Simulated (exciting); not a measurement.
**Electron–core-hole interaction in the Sr L₃ spectrum of SrO**

Aim: the Sr L₃ absorption edge of SrO with the electron–hole interaction treated explicitly, and what each term of the kernel does.

Method: X-ray absorption, core-level Bethe-Salpeter equation, exchange and statically screened direct term, Tamm-Dancoff, all-electron LAPW+lo PBE, in exciting sodium.

The database entry behind the starting cell differs from later determinations by our own check (about 0.5 % short), so it need not match the best structure at ambient conditions.

## Step 1: The structure

It takes space group Fm-3m (No. 225, cubic). The conventional cell has a = 5.133 Å, b = 5.133 Å, c = 5.133 Å, α = 90.00°, β = 90.00°, γ = 90.00°. Sr has 6 O at 2.57 Å nearest. Nearest to O lie 6 Sr at 2.57 Å. Farther neighbours and most contacts between anions are not listed.

Coordinates:

```xyz
2
Lattice="0.0000 2.5663 2.5663 2.5663 0.0000 2.5663 2.5663 2.5663 0.0000" Properties=species:S:1:pos:R:3 pbc="T T T"
Sr    2.5663    2.5663    2.5663
O     0.0000    0.0000    0.0000
```

Differences between curves are given as r.m.s. difference over r.m.s. height.

## Step 2: The self-consistent potential

The species files are the program's own, with muffin-tin radii set in the input.

Contents of input.xml:

```
<input>
  <title>SrO</title>
  <structure speciespath="." autormt="false" epslat="1.0e-5">
    <crystal>
      <basevect>0.0000000000 4.8496041527 4.8496041527</basevect>
      <basevect>4.8496041527 0.0000000000 4.8496041527</basevect>
      <basevect>4.8496041527 4.8496041527 0.0000000000</basevect>
    </crystal>
    <species speciesfile="Sr.xml" rmt="2.464">
      <atom coord="0.5000000000 0.5000000000 0.5000000000"/>
    </species>
    <species speciesfile="O.xml" rmt="2.240">
      <atom coord="0.0000000000 0.0000000000 0.0000000000"/>
    </species>
  </structure>
  <groundstate do="fromscratch" xctype="GGA_PBE" ngridk="5 5 5" rgkmax="7" gmaxvr="14" nempty="8" swidth="0.001" maxscl="100" epsengy="1e-5"/>
</input>
```

On the command line:

```
$ OMP_NUM_THREADS=1 mpirun -n 2 exciting
```

Numbers of over 12 decimals in the logs are rounded to 6 here.

What it wrote:

```text
EXCITING SODIUM started
********************************************************************************
* Ground-state run starting from atomic densities                              *
********************************************************************************
+ Starting initialization                                                      +
[... lattice and species ...]
 Spin treatment                             :    spin-unpolarised
 Number of Bravais lattice symmetries       :      48
[...]
+ Self-consistent loop stopped                                                 +
 STATE.OUT is written
********************************************************************************
* Groundstate module stopped                                                   *
********************************************************************************
 Total time spent (seconds)                 :        12.52
- CAUTION! Warnings have been written in file WARNING.OUT !                    -
| EXCITING SODIUM stopped                                                      =
[key lines of the parts left out:]
Total energy                               :     -3255.23510933
Fermi energy                               :         0.21030399
```

Elapsed: 14 s, on 2 MPI ranks of Arm Neoverse V1, shared host.

The warnings file holds hints only, no warning.

The mesh shows a gap of 3.52 eV. Core levels (Dirac, from the valence top):

| atom | level | energy (eV) |
| --- | --- | --- |
| Sr | 2s1/2 | -2147.8 |
| Sr | 2p1/2 | -1953.8 |
| Sr | 2p3/2 | -1885.4 |
| Sr | 3s1/2 | -324.6 |
| Sr | 3p1/2 | -254.2 |
| Sr | 3p3/2 | -243.7 |
| Sr | 3d3/2 | -120.1 |
| Sr | 3d5/2 | -118.2 |
| O | 1s1/2 | -503.2 |

## Step 3: A richer basis for the empty states

Each species file gets more local orbitals, built from u and its energy derivative at 0.15 Ha and u at 0.9 Ha.

input.xml is that of step 2.

Contents of SPECIES.xml, added lines:

```
<lo l="L">  <!-- L = 0, 1, 2 -->
  <wf matchingOrder="0" trialEnergy="0.1500" searchE="false"/>
  <wf matchingOrder="1" trialEnergy="0.1500" searchE="false"/>
  <wf matchingOrder="0" trialEnergy="0.9000" searchE="false"/>
</lo>
```

On the command line:

```
$ OMP_NUM_THREADS=1 mpirun -n 2 exciting
```

What it wrote:

```text
EXCITING SODIUM started
********************************************************************************
* Ground-state run starting from atomic densities                              *
********************************************************************************
+ Starting initialization                                                      +
[... lattice and species ...]
 Spin treatment                             :    spin-unpolarised
 Number of Bravais lattice symmetries       :      48
[...]
+ Self-consistent loop stopped                                                 +
 STATE.OUT is written
********************************************************************************
* Groundstate module stopped                                                   *
********************************************************************************
 Total time spent (seconds)                 :       117.17
- CAUTION! Warnings have been written in file WARNING.OUT !                    -
| EXCITING SODIUM stopped                                                      =
[key lines of the parts left out:]
Total energy                               :     -3255.23668745
Fermi energy                               :         0.21089801
```

Wall time 2 min (2 MPI ranks).

Against the first ground state the total energy moves by -21 meV an atom and the gap by -0.02 eV.

## Step 4: Screening, kernels and BSE for Sr atom 1

The absorber has 6 O at 2.57 Å (octahedral, site symmetry m-3m).

input.xml: that of step 3 with these lines changed.

```diff
@@ -15,3 +15,19 @@
   </structure>
-  <groundstate do="fromscratch" xctype="GGA_PBE" ngridk="5 5 5" rgkmax="7" gmaxvr="14" nempty="8" swidth="0.001" maxscl="100" epsengy="1e-5"/>
+  <groundstate do="skip" xctype="GGA_PBE" ngridk="5 5 5" rgkmax="7" gmaxvr="14" nempty="8" swidth="0.001" maxscl="100" epsengy="1e-5"/>
+  <xs xstype="BSE" ngridk="4 4 4" ngridq="4 4 4" vkloff="0.097 0.273 0.493" rgkmax="7" nempty="24" gqmax="3" lmaxapwwf="5" lmaxemat="3" broad="0.02536" tevout="true">
+    <energywindow intv="68.974 70.591" points="439"/>
+    <screening screentype="full" nempty="40"/>
+    <BSE xas="true" xasspecies="1" xasatom="1" xasedge="L3" bsetype="singlet" nstlxas="1 20"/>
+    <qpointset>
+      <qpoint>0 0 0</qpoint>
+    </qpointset>
+    <plan>
+      <doonly task="xsgeneigvec"/>
+      <doonly task="writepmatxs"/>
+      <doonly task="scrgeneigvec"/>
+      <doonly task="scrwritepmat"/>
+      <doonly task="screen"/>
+      <doonly task="scrcoulint"/>
+    </plan>
+  </xs>
 </input>
```

Contents of input.xml for the exchange start (cutoff and plan only):

```
  gqmax="2"
  <plan>
    <doonly task="exccoulint"/>
  </plan>
```

Contents of input.xml for the last start (plan only):

```
  <plan>
    <doonly task="bse"/>
  </plan>
```

On the command line:

```
$ OMP_NUM_THREADS=1 mpirun -n 2 exciting
$ OMP_NUM_THREADS=1 mpirun -n 2 exciting
$ OMP_NUM_THREADS=2 exciting
```

What it wrote:

```text
| EXCITING SODIUM started for task xsgeneigvec ( 301)                          =
One-shot GS runs for BSE calculations
One-shot GS runs for k+qmt/2 grids
Info(xsgeneigvec): Generating eigenvectors for Q-point      1
Info(xsgeneigvec): Generation of eigenvectors finished
| EXCITING SODIUM started for task writepmatxs ( 320)                          =
Info(writepmatxs): Momentum matrix elements finished
| EXCITING SODIUM started for task scrgeneigvec ( 401)                         =
One-shot GS runs for BSE calculations
One-shot GS runs for k+qmt/2 grids
[...]
Info(setup_bse_block): Setting up RR part of hamiltonian
Info(setup_bse_block): Singlet spin state
Info(bse): Diagonalizing RR Hamiltonian (TDA)
Info(bse): Invoking Lapack routine ZHEEVR
      5120 eigen solutions found in the interval:
         i1=       1 i2=    5120
Info(bse): Writing excition energies and oscillator strengths to text file.
Info(makespectrum_dist): Making spectrum using formula for coupling with time reversed AR basis.
Info(makespectrum_dist): Using formalism for vanishing momentum transfer.
Info(writederived): Writing quantities derived from the macroscopic dielectric function.
Info(bselauncher): Spectrum finished for iqmt=  1
Info(bselauncher): All done for BSE type singlet
```

Run time: 11 min. Hardware: 2 MPI ranks.

Wall time by task: xsgeneigvec 3.1 s, writepmatxs 8.7 s, scrgeneigvec 2 s, scrwritepmat 1.8 s, screen 39 s, scrcoulint 3.1 min, exccoulint 4.4 min, bse 2 min.

The Sr L₃ spectrum of Sr atom 1 (energy from the Kohn–Sham onset, core level to the lowest empty state found on the meshes used, 1888.89 eV; the ground-state mesh sets it, and the shifted mesh has its lowest transition 0.05 eV above it; Im ε scaled to the maximum of the singlet run; cut below the end of the band set):

```
E (eV)  Im ε
  -6.5  0.03
  -6.0  0.03
  -5.5  0.04
  -5.0  0.04
  -4.5  0.06
  -4.0  0.07
  -3.5  0.10
  -3.0  0.16
  -2.5  0.26
  -2.0  0.49
  -1.5  0.79
  -1.0  0.66
  -0.5  0.52
   0.0  0.58
   0.5  0.79
   1.0  1.00
   1.5  0.75
   2.0  0.51
   2.5  0.40
   3.0  0.32
   3.5  0.27
   4.0  0.24
   4.5  0.21
   5.0  0.19
   5.5  0.18
   6.0  0.17
   6.5  0.15
   7.0  0.13
   7.5  0.13
   8.0  0.12
   8.5  0.12
   9.0  0.11
   9.5  0.11
  10.0  0.11
  10.5  0.12
  11.0  0.14
  11.5  0.15
  12.0  0.13
  12.5  0.12
  13.0  0.11
  13.5  0.10
  14.0  0.10
  14.5  0.10
  15.0  0.11
  15.5  0.16
  16.0  0.18
  16.5  0.15
  17.0  0.12
  17.5  0.11
  18.0  0.11
  18.5  0.11
  19.0  0.11
  19.5  0.11
  20.0  0.12
  20.5  0.13
  21.0  0.14
  21.5  0.15
  22.0  0.15
  22.5  0.14
  23.0  0.14
  23.5  0.14
  24.0  0.12
  24.5  0.09
```

Maxima (height): -1.4 eV (0.80), 1.0 eV (1.00), 16.0 eV (0.18) and 21.6 eV (0.15).

The Hamiltonian has 5120 rows. The lowest groups of eigenvalues and the brightest ones, on the scale above (the program counts from the shifted mesh's onset, 0.05 eV higher). Core spinors bring spin-forbidden partners, so dark means forbidden by spin or by symmetry, and the shifted mesh splits states that symmetry would keep together:

```
energy (eV)  states within 10 meV  relative strength
     -1.472                     4               0.70
     -1.437                     4               1.00
     -1.426                     4               0.23
     -0.482                     4              0.057
     -0.317                     4              0.049
     -0.305                     4              0.021
      0.905                     4               0.56
      0.976                     4               0.21
      0.988                     2               0.62
      1.000                     2               0.23
```

## Step 5: Independent particles

input.xml: that of step 4 with these lines changed.

```diff
@@ -19,3 +19,3 @@
     <screening screentype="full" nempty="40"/>
-    <BSE xas="true" xasspecies="1" xasatom="1" xasedge="L3" bsetype="singlet" nstlxas="1 20"/>
+    <BSE xas="true" xasspecies="1" xasatom="1" xasedge="L3" bsetype="IP" nstlxas="1 20"/>
     <qpointset>
@@ -24,8 +24,3 @@
     <plan>
-      <doonly task="xsgeneigvec"/>
-      <doonly task="writepmatxs"/>
-      <doonly task="scrgeneigvec"/>
-      <doonly task="scrwritepmat"/>
-      <doonly task="screen"/>
-      <doonly task="scrcoulint"/>
+      <doonly task="bse"/>
     </plan>
```

On the command line:

```
$ OMP_NUM_THREADS=2 exciting
```

What it wrote:

```text
| EXCITING SODIUM started for task bse ( 445)                                  =
Info(bselauncher): Init time:    0.688252
Info(bselauncher): Setting up and diagonalizing BSE Hamiltonian.
Info(bselauncher): Using momentum transfer vectors from list :   1 to  1
Info(bselauncher): Distributing qmt-points over   1 processes.
Info(bselauncher): BSE type: IP
Info(bselauncher): Momentum transfer list index: iqmt=  1
Info(bselauncher): Momentum transfer: vqmtl=   0.000   0.000   0.000
Info(bse): Inspecting occupations...
Info(setranges_modxs): Number of non-reduced k-points:       64
[...]
highest unoccupied state:  28
  Opening gap with a scissor of:      0.000/H      0.000/eV
Info(select_transitions): Number of participating transitions:    5120
Info(bse): Selecting transitions...
Info(bse):bsegap (eV):  1888.933251
Info(bse): IP requested, nothing much to do
Info(bse): Writing excition energies and oscillator strengths to text file.
Info(makespectrum_dist): Making spectrum using formula for coupling with time reversed AR basis.
Info(makespectrum_dist): Using formalism for vanishing momentum transfer.
Info(writederived): Writing quantities derived from the macroscopic dielectric function.
Info(bselauncher): Spectrum finished for iqmt=  1
Info(bselauncher): All done for BSE type IP
```

The job ended after 1.5 s (2 threads).

Maxima (height): 5.7 eV (0.56), 7.4 eV (0.56), 12.8 eV (0.22), 17.5 eV (0.24) and 24.7 eV (0.25). Against the singlet run the r.m.s. difference is 94 %. Moving the earlier curve by +6.4 eV leaves 36 %. The highest maximum lies at 5.7 eV (0.56), against 1.0 eV (1.00).

## Step 6: Exchange alone

input.xml: that of step 5 with these lines changed.

```diff
@@ -19,3 +19,3 @@
     <screening screentype="full" nempty="40"/>
-    <BSE xas="true" xasspecies="1" xasatom="1" xasedge="L3" bsetype="IP" nstlxas="1 20"/>
+    <BSE xas="true" xasspecies="1" xasatom="1" xasedge="L3" bsetype="RPA" nstlxas="1 20"/>
     <qpointset>
```

On the command line:

```
$ OMP_NUM_THREADS=2 exciting
```

What it wrote:

```text
| EXCITING SODIUM started for task bse ( 445)                                  =
Info(bselauncher): Init time:    0.686785
Info(bselauncher): Setting up and diagonalizing BSE Hamiltonian.
Info(bselauncher): Using momentum transfer vectors from list :   1 to  1
Info(bselauncher): Distributing qmt-points over   1 processes.
Info(bselauncher): BSE type: RPA
Info(bselauncher): Momentum transfer list index: iqmt=  1
Info(bselauncher): Momentum transfer: vqmtl=   0.000   0.000   0.000
Info(bse): Inspecting occupations...
Info(setranges_modxs): Number of non-reduced k-points:       64
[...]
Info(setup_bse_block): Setting up RR part of hamiltonian
Info(setup_bse_block): Using RPA approximation
Info(bse): Diagonalizing RR Hamiltonian (TDA)
Info(bse): Invoking Lapack routine ZHEEVR
      5120 eigen solutions found in the interval:
         i1=       1 i2=    5120
Info(bse): Writing excition energies and oscillator strengths to text file.
Info(makespectrum_dist): Making spectrum using formula for coupling with time reversed AR basis.
Info(makespectrum_dist): Using formalism for vanishing momentum transfer.
Info(writederived): Writing quantities derived from the macroscopic dielectric function.
Info(bselauncher): Spectrum finished for iqmt=  1
Info(bselauncher): All done for BSE type RPA
```

It took 1.9 min on 2 threads.

Maxima (height): 5.7 eV (0.56), 7.4 eV (0.56), 12.8 eV (0.22), 17.5 eV (0.24) and 24.7 eV (0.25). The spectrum is that of the independent-particle run within 1 %.

## Step 7: Broadening

Changed against the first singlet run: half width (eV) from 0.69 to 0.17.

input.xml: that of step 6 with these lines changed.

```diff
@@ -16,6 +16,6 @@
   <groundstate do="skip" xctype="GGA_PBE" ngridk="5 5 5" rgkmax="7" gmaxvr="14" nempty="8" swidth="0.001" maxscl="100" epsengy="1e-5"/>
-  <xs xstype="BSE" ngridk="4 4 4" ngridq="4 4 4" vkloff="0.097 0.273 0.493" rgkmax="7" nempty="24" gqmax="3" lmaxapwwf="5" lmaxemat="3" broad="0.02536" tevout="true">
-    <energywindow intv="68.974 70.591" points="439"/>
+  <xs xstype="BSE" ngridk="4 4 4" ngridq="4 4 4" vkloff="0.097 0.273 0.493" rgkmax="7" nempty="24" gqmax="3" lmaxapwwf="5" lmaxemat="3" broad="0.00625" tevout="true">
+    <energywindow intv="68.974 70.591" points="776"/>
     <screening screentype="full" nempty="40"/>
-    <BSE xas="true" xasspecies="1" xasatom="1" xasedge="L3" bsetype="RPA" nstlxas="1 20"/>
+    <BSE xas="true" xasspecies="1" xasatom="1" xasedge="L3" bsetype="singlet" nstlxas="1 20"/>
     <qpointset>
```

On the command line:

```
$ OMP_NUM_THREADS=2 exciting
```

What it wrote:

```text
| EXCITING SODIUM started for task bse ( 445)                                  =
Info(bselauncher): Init time:    0.687435
Info(bselauncher): Setting up and diagonalizing BSE Hamiltonian.
Info(bselauncher): Using momentum transfer vectors from list :   1 to  1
Info(bselauncher): Distributing qmt-points over   1 processes.
Info(bselauncher): BSE type: singlet
Info(bselauncher): Momentum transfer list index: iqmt=  1
Info(bselauncher): Momentum transfer: vqmtl=   0.000   0.000   0.000
Info(bse): Inspecting occupations...
[...]
Info(setup_bse_block): Setting up RR part of hamiltonian
Info(setup_bse_block): Singlet spin state
Info(bse): Diagonalizing RR Hamiltonian (TDA)
Info(bse): Invoking Lapack routine ZHEEVR
      5120 eigen solutions found in the interval:
         i1=       1 i2=    5120
Info(bse): Writing excition energies and oscillator strengths to text file.
Info(makespectrum_dist): Making spectrum using formula for coupling with time reversed AR basis.
Info(makespectrum_dist): Using formalism for vanishing momentum transfer.
Info(writederived): Writing quantities derived from the macroscopic dielectric function.
Info(bselauncher): Spectrum finished for iqmt=  1
Info(bselauncher): All done for BSE type singlet
```

It took 2 min on 2 threads.

The spectrum differs from the singlet run by 79 % r.m.s. The highest maximum lies at 1.0 eV (2.84), against 1.0 eV (1.00). Only the width of each line changes; the area stays. A table step wider than the lines misses their tops.

```
E (eV)  first run  this run
  -6.0       0.03      0.01
  -5.0       0.04      0.01
  -4.0       0.07      0.02
  -3.0       0.16      0.04
  -2.0       0.49      0.26
  -1.0       0.66      0.42
   0.0       0.58      0.44
   1.0       1.00      2.74
   2.0       0.51      0.39
   3.0       0.32      0.26
   4.0       0.24      0.21
   5.0       0.19      0.17
   6.0       0.17      0.16
   7.0       0.13      0.10
   8.0       0.12      0.11
   9.0       0.11      0.08
  10.0       0.11      0.10
  11.0       0.14      0.16
  12.0       0.13      0.14
  13.0       0.11      0.11
  14.0       0.10      0.09
  15.0       0.11      0.08
  16.0       0.18      0.32
  17.0       0.12      0.09
  18.0       0.11      0.10
  19.0       0.11      0.09
  20.0       0.12      0.10
  21.0       0.14      0.14
  22.0       0.15      0.16
  23.0       0.14      0.12
  24.0       0.12      0.11
```

[end of part 1 of 2]

[Banner, clock and machine lines of the logs are left out without a mark of their own.]

[Logs are printed without paths, hosts, clocks, repeated set-up lines and the standing remarks that a program may print on its own settings, such as how far it seeks lower states.]

[Hosts, paths, dates, database ids (printed as entryN), source tags and the programs' standing remarks are cut or masked in the printed files.]
